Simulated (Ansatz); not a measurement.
## TiSi (model cell, started as wurtzite): following an unstable mode

Wanted: the energy along a soft mode of TiSi (model cell, started as wurtzite) and the structure at the end.

Method: DFT LDA, scalar-relativistic, plane waves, PAW, in Ansatz 0.2.0.

The structure was built from a prototype and need not be the compound's stable phase.

## Step 1: Starting point

The structure is hexagonal, space group P6_3/mmc (No. 194). Conventional cell: a = 4.304 Å, b = 4.304 Å, c = 4.862 Å, α = 90.00°, β = 90.00°, γ = 120.00°. Nearest to Ti lie 5 Si at 2.43 to 2.49 Å. Nearest to Si lie 5 Ti at 2.43 to 2.49 Å. Farther neighbours are not listed.

## Step 2: The dispersion

The cell comes from relaxations at this level that are not shown. Stability and thermal properties need the whole zone. Linear response on a 2×2×2 q mesh gives force constants as far as a supercell of that size would.

Contents of input.yaml:

```yaml
crystal:
  lattice:
    - [4.3043016265, 0.0, 0.0]
    - [-2.1521508133, 3.7276345541, 0.0]
    - [0.0, 0.0, 4.861953728]
  atoms:
    - { symbol: Ti, position: [0.3333333333, 0.6666666667, -0.0625] }
    - { symbol: Ti, position: [0.6666666667, 0.3333333333, 0.4375] }
    - { symbol: Si, position: [0.3333333333, 0.6666666667, 0.4375] }
    - { symbol: Si, position: [0.6666666667, 0.3333333333, 0.9375] }
kpoints:
  mp_grid: { grid: [12, 12, 8] }
hamiltonian:
  xc: lda
scf:
  occupations: { method: methfessel_paxton, width: 0.15 }
output:
  eigenvalues: true
phonons:
  method: dfpt
  qmesh: [2, 2, 2]
  temperatures: { t_max: 1000, t_step: 50 }
  qpath:
    path:
      - [[0.0, 0.0, 0.0], [0.5, 0.0, 0.0], [0.33333333, 0.33333333, 0.0], [0.0, 0.0, 0.0], [0.0, 0.0, 0.5], [0.5, 0.0, 0.5], [0.33333333, 0.33333333, 0.5], [0.0, 0.0, 0.5]]
      - [[0.5, 0.0, 0.5], [0.5, 0.0, 0.0]]
      - [[0.33333333, 0.33333333, 0.5], [0.33333333, 0.33333333, 0.0]]
    npoints: 10
```

On the command line:

```console
$ ansatz run input.yaml --threads 4 --pin off --max-ram 7168MiB --backend cpu --events-out ev --progress --plain --runs-dir out
```

Numbers of over 12 decimals in the logs are rounded to 6 here.

Log:

```text
Warning: phonons: the dynamical matrix that this run interpolates holds no multipole term above the dipole-dipole one, and a site of this crystal is no centre of inversion, so its interpolated transverse optical and acoustic branches and sound speeds can stay off near Gamma, and the density of states and the thermodynamics with them. What a run solves at a wave vector of phonons.qpoints, Gamma apart, where the deck admits one, is free of this, and under fd what a larger phonons.supercell samples
Engine: ansatz 0.2.0, aarch64-unknown-linux-gnu
Pseudopotentials: kind: paw
Pseudopotential: Ti, paw, valence charge 12, recommended cutoff 420 eV (normal), Ti.paw.azcp
Pseudopotential: Si, paw, valence charge 4, recommended cutoff 420 eV (normal), Si.paw.azcp
Functional definition: SPW92
  exchange = slater_x
  correlation = pw_c
Crystal: 4 atoms, lattice volume = 78.009 Å³
Basis set: ecut = 420 eV, 1511 PW (Γ), exchange–correlation on 60×60×80 points (8 copies of the dense FFT grid, shifted against one another)
Bands: 20, of which v1, the nominal top of the filled ones, is band 16 counted from 1 (15 counted from 0)
Symmetry: 24 space group operations
k-points: 95 of 1152
Non-local potential: Ti, projectors of the file, l = 0: 3, l = 1: 2, l = 2: 3, l = 3: 1
Non-local potential: Si, projectors of the file, l = 0: 2, l = 1: 2, l = 2: 2
PAW form: soft (Blöchl's): semilocal exchange-correlation on the pseudo side does not see the compensation charge
PAW frozen core: Ti, regenerated for the run's functional, and the local potential with it (the file was generated under x = pbe(κ = 0.804, μ = 0.219515), c = pbe(β = 0.066725))
PAW frozen core: Si, regenerated for the run's functional, and the local potential with it (the file was generated under x = pbe(κ = 0.804, μ = 0.219515), c = pbe(β = 0.066725))
PAW one-centre angular grid: Ti, 590 points (default); XC on 64 Gauss nodes
PAW one-centre angular grid: Si, 110 points (default); XC on 64 Gauss nodes
Initial density: superposition of atomic densities (neutral atoms: chi_scale 0, normalization atom), corrected by the library's trained network
Initial wavefunctions: pseudopotential atomic-orbital guess
Functional: x = slater, c = lda
SCF iter   1: F=—  HF=-6118.170470 eV  |F-HF|=—  |Δ(HF+E_count)|=         —  Δρ=6.95e-3  dr2=2.70e-2  ethr=1.77e-3  ⟨swp⟩=5.1  Hψ=8776  notcnv=0
preconditioner: auto → Kerker (q_TF=auto, 2.352 Å⁻¹)  [metal: Δε(μ)=0.045 eV  Ē_g=4.254 eV  σ=0.150 eV  W_gap=0.25  n_scr=20 (ndim 8)  ℏωp=16.8 eV  f_vac=0.001  D(μ)=0.58/eV (n_scr^D=0)]
SCF iter   2: F=—  HF=-6118.162940 eV  |F-HF|=—  |Δ(HF+E_count)|=   7.53e-3  S|Δr|=    0.00e0  Δρ=3.55e-3  dr2=8.44e-3  ethr=8.43e-5  ⟨swp⟩=1.0  Hψ=2661  notcnv=0
SCF iter   3: F=—  HF=-6118.160536 eV  |F-HF|=—  |Δ(HF+E_count)|=   2.40e-3  S|Δr|=    0.00e0  Δρ=6.41e-4  dr2=2.48e-4  ethr=2.64e-5  ⟨swp⟩=2.2  Hψ=2796  notcnv=0
SCF iter   4: F=—  HF=-6118.160502 eV  |F-HF|=—  |Δ(HF+E_count)|=   3.37e-5  S|Δr|=    0.00e0  Δρ=2.67e-4  dr2=8.50e-5  ethr=7.74e-7  ⟨swp⟩=2.3  Hψ=3094  notcnv=0
SCF iter   5: F=—  HF=-6118.160484 eV  |F-HF|=—  |Δ(HF+E_count)|=   1.84e-5  S|Δr|=    0.00e0  Δρ=6.11e-5  dr2=4.81e-6  ethr=2.65e-7  ⟨swp⟩=2.0  Hψ=2492  notcnv=0
SCF iter   6: F=—  HF=-6118.160480 eV  |F-HF|=—  |Δ(HF+E_count)|=   3.68e-6  S|Δr|=    0.00e0  Δρ=1.78e-5  dr2=4.70e-7  ethr=1.50e-8  ⟨swp⟩=2.3  Hψ=2512  notcnv=0
SCF iter   7: F=—  HF=-6118.160480 eV  |F-HF|=—  |Δ(HF+E_count)|=   5.75e-7  S|Δr|=    0.00e0  Δρ=5.65e-6  dr2=3.38e-8  ethr=1.47e-9  ⟨swp⟩=2.4  Hψ=2569  notcnv=0
SCF iter   8: F=—  HF=-6118.160480 eV  |F-HF|=—  |Δ(HF+E_count)|=   1.04e-8  S|Δr|=    0.00e0  Δρ=9.27e-7  dr2=4.65e-10  ethr=1.06e-10  ⟨swp⟩=2.0  Hψ=2527  notcnv=0
SCF iter   9: F=—  HF=-6118.160480 eV  |F-HF|=—  |Δ(HF+E_count)|=  3.89e-10  S|Δr|=    0.00e0  Δρ=2.37e-7  dr2=4.78e-11  ethr=1.45e-12  ⟨swp⟩=2.1  Hψ=2762  notcnv=0
SCF iter  10: F=-6118.160480 eV  HF=-6118.160480 eV  |F-HF|=9.09e-13  |Δ(HF+E_count)|=  4.55e-12  S|Δr|=    0.00e0  Δρ=3.87e-8  dr2=1.28e-12  ethr=1.00e-12  ⟨swp⟩=5.4  Hψ=7783  notcnv=0
SCF 1 converged in 10 iterations: F = -6118.160480 eV  dr2 = 1.28e-12
  greatest PAW one-centre occupation: 0.999 electrons in one spin orbital (limit 2), on the Ti atom at site 1 (counted from 0), in its partial waves of l = 0
Initial density: read from a saved state, or passed on in memory by an earlier SCF of this step, an earlier step, the calling program or the single point that the run made first
iter 1 solved again at ethr=2.91e-8 eV; its pass at ethr=3.10e-3 eV (dr2=9.30e-6 eV) is discarded
SCF iter   1: F=—  HF=-6118.160481 eV  |F-HF|=—  |Δ(HF+E_count)|=         —  Δρ=2.36e-7  dr2=3.98e-11  ethr=2.91e-8  ⟨swp⟩=4.0  Hψ=14663  notcnv=0
eigensolver tolerance schedule: the retry pair's looser diagonalisation over-reported the residual by 233504.98 of it (diagonalisation noise at an unbounded share of the residual, at the tolerance the schedule requests for it); recorded, not acted on — ethr = c·dr2/N_el stays at c = 1.0e-1
preconditioner: auto → Kerker (q_TF=auto, 2.352 Å⁻¹)  [metal: Δε(μ)=0.032 eV  Ē_g=4.232 eV  σ=0.150 eV  W_gap=0.17  n_scr=20 (ndim 8)  ℏωp=16.8 eV  f_vac=0.000  D(μ)=0.65/eV (n_scr^D=0)]
SCF iter   2: F=—  HF=-6118.160480 eV  |F-HF|=—  |Δ(HF+E_count)|=   1.45e-6  S|Δr|=    0.00e0  Δρ=1.38e-7  dr2=1.42e-11  ethr=1.00e-12  ⟨swp⟩=3.1  Hψ=4410  notcnv=0
SCF iter   3: F=-6118.160480 eV  HF=-6118.160480 eV  |F-HF|=2.73e-12  |Δ(HF+E_count)|=  2.73e-12  S|Δr|=    0.00e0  Δρ=7.78e-8  dr2=4.18e-12  ethr=1.00e-12  ⟨swp⟩=2.3  Hψ=4006  notcnv=0
SCF 2 converged in 3 iterations: F = -6118.160480 eV  dr2 = 4.18e-12
phonons: the bands overlap, so this run is a metal and interpolates without the dipole-dipole term. If the crystal is really an insulator or semiconductor, its LO-TO splitting is missing
NSCF: frozen V_eff on 95 k-points
NSCF: frozen V_eff on 215 k-points
DFPT response loops at q = (0, 0, 0) (fractional): preconditioner auto → Kerker (q_TF=auto, 2.352 Å⁻¹) (partly filled bands, converged f_vac=0.000); β = 1.00, the filter's whole step (`scf.mixing.beta` (0.50) is not read by the response loops under this deck's `scf.mixing.preconditioner`; to damp them name `kerker` or `kerker_dos`, under which they read `scf.mixing.beta`, and type it under 1.00, their step now; both keys bind the ground state too); Broyden in place of MSR1
NSCF: frozen V_eff on 430 k-points
DFPT response loops at q = (0, 0, -0.5) (fractional): mixed as the last ones told, above
NSCF: frozen V_eff on 430 k-points
DFPT response loops at q = (0, -0.5, 0) (fractional): mixed as the last ones told, above
NSCF: frozen V_eff on 430 k-points
DFPT response loops at q = (0, -0.5, -0.5) (fractional): mixed as the last ones told, above
SCF converged after 10 iterations
Stability not checked: this state was not tested for a lower state beside it, because cold or Methfessel-Paxton smearing, or corrected tetrahedra, fill the levels in a way that the test cannot read (fill_not_monotonic; see scf.lower_state_search)
Free energy (F): -6118.160480 eV
Harris-Foulkes:  -6118.160480 eV  (|F-HF|=9.09e-13)
Internal energy: -6118.162386 eV  (E = F + TS)
E sigma→0 (E₀):  -6118.160956 eV
Entropy (-TS):   0.001906 eV (0.477 meV/atom)
Fermi energy:    8.030720 eV
--- Per-component energies (eV) ---
  E_band       = -403.295690
  E_kinetic    = 627.663146
  E_local      = -2384.906846  (includes V_loc(G=0)·N_el)
  E_nonlocal   = 81.246949
  E_hartree    = 980.468027
  E_xc         = -303.783067
  E_vxc        = -338.425574  (∫ρ·V_xc dr)
  E_paw        = -2970.896925  (= ΣΔE_a)
  E_vpaw       = -349.809575  (= ΣTr[D̂ρ^β])
  E_aug_tail   = 0.000209  (compensation charges beyond the density's cutoff)
  E_ewald      = -2148.774441
  E_core_change = 0.820562  (= ΣΔE_core)
  E_smearing   = 0.001906  (= −TS)
  E_closure    = -0.000000  (closes the sum)
  Σ components = -6118.160480   (vs F -6118.160480, Δ=0.00e0)
--- Band table (eV; the first three rows and the last of 95) ---
  k-point 0: bands = [... 12 lower, 6.4683, 6.9118, 6.9118, 8.2370, 8.2370, 8.8832, 10.0456, 10.0456]
  k-point 1: bands = [... 12 lower, 6.4352, 6.7906, 6.7906, 8.4405, 8.4405, 8.6399, 10.1019, 10.1019]
  k-point 2: bands = [... 12 lower, 6.3623, 6.5710, 6.5710, 7.9931, 8.8924, 8.8924, 10.1900, 10.1900]
  k-point 94: bands = [... 12 lower, 6.0292, 6.0292, 7.4649, 7.4649, 8.5281, 8.5281, 10.0060, 10.0060]
--- Phonons (Γ-DFPT): 4 representative perturbations + reference (Σ response iterations 12) ---
  ASR residual: 2.269e-5 → 0.000e0 eV/Å²; symmetrization residual: 4.315e-6 eV/Å²
  ASR residual per site (eV/Å²): 2.27e-5 2.27e-5 6.48e-6 6.48e-6
  Γ frequencies (cm⁻¹): 0.00 0.00 0.00 118.43 167.98 167.98 343.94 343.94 368.09 368.09 440.28 451.15
--- Phonons (arbitrary-q DFPT): 4 irreducible q on the 2×2×2 mesh ---
  q = [0.0000, 0.0000, 0.0000] (star 1, of the zone-centre solve; hermiticity 6.38e-7, symmetrization 2.45e-11): -0.00 0.00 0.00 118.43 167.98 167.98 343.94 343.94 368.09 368.09 440.28 451.15
  q = [0.0000, 0.0000, -0.5000] (star 1, 4 solved perturbations in 620 linear systems a pass and spin channel, the states on 215 of 1152 k-point pairs; hermiticity 4.91e-7, symmetrization 7.99e-10): 96.88 96.88 96.88 96.88 292.57 292.57 356.39 356.39 356.39 356.39 361.34 361.34
  q = [0.0000, -0.5000, 0.0000] (star 3, 6 solved perturbations on 215 of 1152 k-point pairs; hermiticity 3.32e-7, symmetrization 5.61e-11): -21.42 76.52 106.43 157.28 205.38 221.27 320.61 326.67 353.21 384.70 447.25 455.81
  q = [0.0000, -0.5000, -0.5000] (star 3, 6 solved perturbations on 215 of 1152 k-point pairs; hermiticity 2.91e-7, symmetrization 4.63e-11): 89.24 89.24 204.74 204.74 306.31 306.31 318.90 318.90 366.89 366.89 369.59 369.59
  sum rule: each row above includes the acoustic sum rule's correction from the zone centre's row sums; it moved no ω² by more than (0.36 cm⁻¹)²
  mesh force constants: q→R imaginary residual 2.79e-17; ASR residual 2.269e-5 → 0.000e0 eV/Å²; symmetrization residual 7.105e-15 eV/Å²
  interpolated dispersion: 93 rows × 12 modes
  density of states and harmonic sums: on the 18×18×14 q-mesh, interpolated from the force constants of a 2×2×2 supercell (no non-analytic term)
  largest difference from the sums on the solved wave vectors: F 1.53e-1 eV, S 2.11e-4 and C_V 5.75e-5 eV/K
  zero-point energy: 0.196112 eV/cell   skipped modes (ω ≤ 0): 35, of them read as no rigid motion or as one in doubt: 32 (8.267e-2 modes/cell left out, lowest -21.42 cm⁻¹)   left out of the sums: 6.94e-3 of the cell's modes: C_V's classical limit lies that fraction below 3 k_B per atom; for a crystal, a wire or a layer, F and S can be off by more, and a phonons.interpolated_qmesh denser along its periods is the remedy for the sampling
```

The job ended after 3 min (4 threads of Arm Neoverse V1, shared host; peak memory 1.1 GiB; 11 min of CPU time).

Numbers from this step:

- volume per atom: 19.50 Å³
- gap on the k-mesh: 0 eV
- sum-rule residual before enforcement: 2.27e-5 eV/Å²
- lowest frequency on the path: -21.42 cm⁻¹
- point group: 6/mmm
- highest frequency on the path or at a solved wavevector: 455.8 cm⁻¹
- highest optical mode at the zone centre (no LO-TO term): 451.1 cm⁻¹
- lowest optical zone-centre mode: 118.4 cm⁻¹
- lowest mode on the q mesh (acoustic modes at Γ apart): -21.42 cm⁻¹

Frequencies (cm⁻¹) solved at each irreducible wavevector; negative means imaginary. Frequencies by wavevector, by row:

```tsv
q in reciprocal lattice units	star	mode 1	mode 2	mode 3	mode 4	mode 10	mode 11	mode 12
0 0 0	1	0	0	0	118.4	368.1	440.3	451.1
0 0 -0.5	1	96.9	96.9	96.9	96.9	356.4	361.3	361.3
0 -0.5 0	3	-21.4	76.5	106.4	157.3	384.7	447.2	455.8
0 -0.5 -0.5	3	89.2	89.2	204.7	204.7	366.9	369.6	369.6
```

Interpolated from a 2×2×2 q mesh, rough between the solved points. The phonon branches at the labelled points (cm⁻¹):

```tsv
point	branch 1	branch 2	branch 3	branch 4	branch 9	branch 10	branch 11	branch 12
Γ	0	0	0	118	368	368	440	451
halfway	-18	49	115	130	354	377	447	450
M	-21	76	106	157	353	385	447	456
halfway	36	82	103	151	358	383	449	455
K	54	94	94	146	362	382	452	452
halfway	19	56	114	142	354	378	449	450
Γ	0	0	0	118	368	368	440	451
halfway	42	42	147	147	365	365	417	420
A	97	97	97	97	356	356	361	361
halfway	93	93	151	151	363	363	365	365
L	89	89	205	205	367	367	370	370
halfway	88	88	216	216	367	367	371	371
H	86	86	230	230	366	366	372	372
halfway	91	91	165	165	364	364	366	366
A	97	97	97	97	356	356	361	361
jump to L	89	89	205	205	367	367	370	370
halfway	34	138	184	202	358	380	420	430
M	-21	76	106	157	353	385	447	456
jump to H	86	86	230	230	366	366	372	372
halfway	57	128	197	197	365	379	426	426
K	54	94	94	146	362	382	452	452
```

Symmetry leaves 4 wavevectors to solve. The lowest mode among them, the acoustic zeros apart, lies at q = (0, -0.5, 0) and is imaginary, 21.4i cm⁻¹, so the energy falls along it.

## Step 3: The mode frozen in, largest atomic shift 0 Å

The mode followed lies at q = (0, -0.5, 0) with frequency 21.4i cm⁻¹, the softest among the wavevectors solved. At small amplitude the distorted cell has space group no. 62 by a symmetry search on the positions. The undistorted cell that holds it gives the zero of energy on the same k mesh.

System of this step: TiSi (model cell, started as wurtzite). It takes space group P6_3/mmc (No. 194, hexagonal). Conventional cell: a = 4.304 Å, b = 4.304 Å, c = 4.862 Å, α = 90.00°, β = 90.00°, γ = 120.00°. Nearest to Ti lie 5 Si at 2.43 to 2.49 Å. Si has 5 Ti at 2.43 to 2.49 Å nearest. Farther neighbours are not listed.

Contents of input.yaml:

```yaml
crystal:
  lattice:
    - [-4.3043016265, 0.0, 0.0]
    - [0.0, 0.0, -4.861953728]
    - [0.0, -7.4552691082, 0.0]
  atoms:
    - { symbol: Ti, position: [0.5, 0.0625, 0.1666666667] }
    - { symbol: Ti, position: [0.0, 0.0625, 0.6666666667] }
    - { symbol: Ti, position: [0.0, 0.5625, 0.3333333333] }
    - { symbol: Ti, position: [0.5, 0.5625, 0.8333333333] }
    - { symbol: Si, position: [0.5, 0.5625, 0.1666666667] }
    - { symbol: Si, position: [0.0, 0.5625, 0.6666666667] }
    - { symbol: Si, position: [0.0, 0.0625, 0.3333333333] }
    - { symbol: Si, position: [0.5, 0.0625, 0.8333333333] }
kpoints:
  mp_grid: { grid: [8, 6, 4] }
hamiltonian:
  xc: lda
scf:
  occupations: { method: methfessel_paxton, width: 0.15 }
output:
  forces: true
  stress: true
  eigenvalues: true
```

Log:

```text
[...]
Crystal: 8 atoms, lattice volume = 156.019 Å³
Basis set: ecut = 420 eV, 3047 PW (Γ)
Bands: 40, of which v1, the nominal top of the filled ones, is band 32 counted from 1 (31 counted from 0)
Symmetry: 16 space group operations
[...]
k-points: 60 of 192
[...]
k-point 0: bands = [... 28 lower, 6.9127, 7.4207, 7.7561, 8.2364, 8.2369, 8.6502, 8.6842, 8.8813, ... 4 higher]
  k-point 1: bands = [... 28 lower, 7.1035, 7.2384, 7.8150, 8.0750, 8.1511, 8.1973, 8.9834, 9.0177, ... 4 higher]
  k-point 2: bands = [... 28 lower, 7.5673, 7.5673, 7.6911, 7.6911, 7.9704, 7.9704, 9.1800, 9.1800, ... 4 higher]
  k-point 59: bands = [... 28 lower, 7.0053, 7.0053, 7.0053, 7.0053, 8.9886, 8.9886, 8.9886, 8.9886, ... 4 higher]
[key lines of the parts left out:]
SCF converged after 8 iterations
Free energy (F): -12236.318791 eV
Fermi energy:    8.024287 eV
P = ⅓ Tr σ = -0.0221 GPa (-0.221 kbar)
```

Elapsed: 6.9 s, on 4 threads; peak memory 0.63 GiB; 26 s of CPU time.

This step gave:

```yaml
pressure: -0.02211 GPa
energy_from_the_undistorted_cell: 0 meV/atom
```

The run ends at a pressure of -0.02 GPa, with forces up to 0.0029 eV/Å.

## Step 4: The mode frozen in, largest atomic shift 0.14 Å

The atoms are moved along the unstable eigenvector, the largest shift by 0.14 Å, with the cell fixed.

input.yaml, the sections that differ from step 3:

```yaml
crystal:
  lattice:
    - [-4.3043016265, 0.0, 0.0]
    - [0.0, 0.0, -4.861953728]
    - [0.0, -7.4552691082, 0.0]
  atoms:
    - { symbol: Ti, position: [0.4692560883, 0.0625, 0.1666666667] }
    - { symbol: Ti, position: [0.0307439117, 0.0625, 0.6666666667] }
    - { symbol: Ti, position: [-0.0307439117, 0.5625, 0.3333333333] }
    - { symbol: Ti, position: [0.5307439117, 0.5625, 0.8333333333] }
    - { symbol: Si, position: [0.4674743984, 0.5625, 0.1666666667] }
    - { symbol: Si, position: [0.0325256016, 0.5625, 0.6666666667] }
    - { symbol: Si, position: [-0.0325256016, 0.0625, 0.3333333333] }
    - { symbol: Si, position: [0.5325256016, 0.0625, 0.8333333333] }
# kpoints, hamiltonian, scf, output: as in step 3
```

Log:

```text
[...]
Crystal: 8 atoms, lattice volume = 156.019 Å³
Basis set: ecut = 420 eV, 3047 PW (Γ)
Bands: 40, of which v1, the nominal top of the filled ones, is band 32 counted from 1 (31 counted from 0)
Symmetry: 8 space group operations
[...]
k-points: 60 of 192
[...]
k-point 0: bands = [... 28 lower, 7.0524, 7.5047, 7.7778, 8.2354, 8.2724, 8.6604, 8.6813, 8.8978, ... 4 higher]
  k-point 1: bands = [... 28 lower, 7.2213, 7.2595, 7.8293, 8.1134, 8.1566, 8.2069, 9.0146, 9.0176, ... 4 higher]
  k-point 2: bands = [... 28 lower, 7.5786, 7.5786, 7.7082, 7.7082, 7.9940, 7.9940, 9.1939, 9.1939, ... 4 higher]
  k-point 59: bands = [... 28 lower, 7.0216, 7.0216, 7.0216, 7.0216, 8.9897, 8.9897, 8.9897, 8.9897, ... 4 higher]
[key lines of the parts left out:]
SCF converged after 8 iterations
Free energy (F): -12236.321199 eV
Fermi energy:    8.048640 eV
P = ⅓ Tr σ = -0.3691 GPa (-3.691 kbar)
```

The job ended after 6.9 s (4 threads; peak memory 0.63 GiB).

This step gave:

| Quantity | Value |
| --- | --- |
| pressure | -0.3691 GPa |
| energy from the undistorted cell | -0.301 meV/atom |

The energy, extrapolated to zero smearing, is -0.30 meV/atom against the undistorted cell.

The run ends at a pressure of -0.37 GPa, with forces up to 0.088 eV/Å.

## Step 5: Energy along the mode, all amplitudes (two of the runs are shown above)

An imaginary frequency means negative curvature, so the energy should fall and then rise again as anharmonic terms take over.

Numbers from this step:

| Item | Value |
| --- | --- |
| depth at the lowest point sampled | 0.301 meV/atom |
| largest atomic shift at that point | 0.14 Å |

Table of energy from the parent by largest atomic shift:

```tsv
largest atomic shift (Å)	energy from the parent (meV/atom)
0.000	0
0.040	-0.046
0.080	-0.161
0.140	-0.301
0.220	0.193
0.320	3.51
0.450	15.1
```

Displacement at unit largest shift by atom:

```tsv
atom	x (Å)	y (Å)	z (Å)	size
Ti1	0.94	0.00	0.00	0.94
Ti2	-0.94	0.00	0.00	0.94
Ti3	0.94	0.00	0.00	0.94
Ti4	-0.94	0.00	0.00	0.94
Si5	1.00	0.00	0.00	1.00
Si6	-1.00	0.00	0.00	1.00
Si7	1.00	0.00	0.00	1.00
Si8	-1.00	0.00	0.00	1.00
```

The lowest of the steps tried is at 0.14 Å, 0.301 meV/atom below the parent; the bottom of the well need not coincide with a step.

(Part 1 of 2 ends here.)

[Logs are printed without paths, hosts, clocks, repeated set-up lines and the standing remarks that a program may print on its own settings, such as how far it seeks lower states.]

[Hosts, paths, dates, database ids (printed as entryN), source tags and the programs' standing remarks are cut or masked in the printed files.]
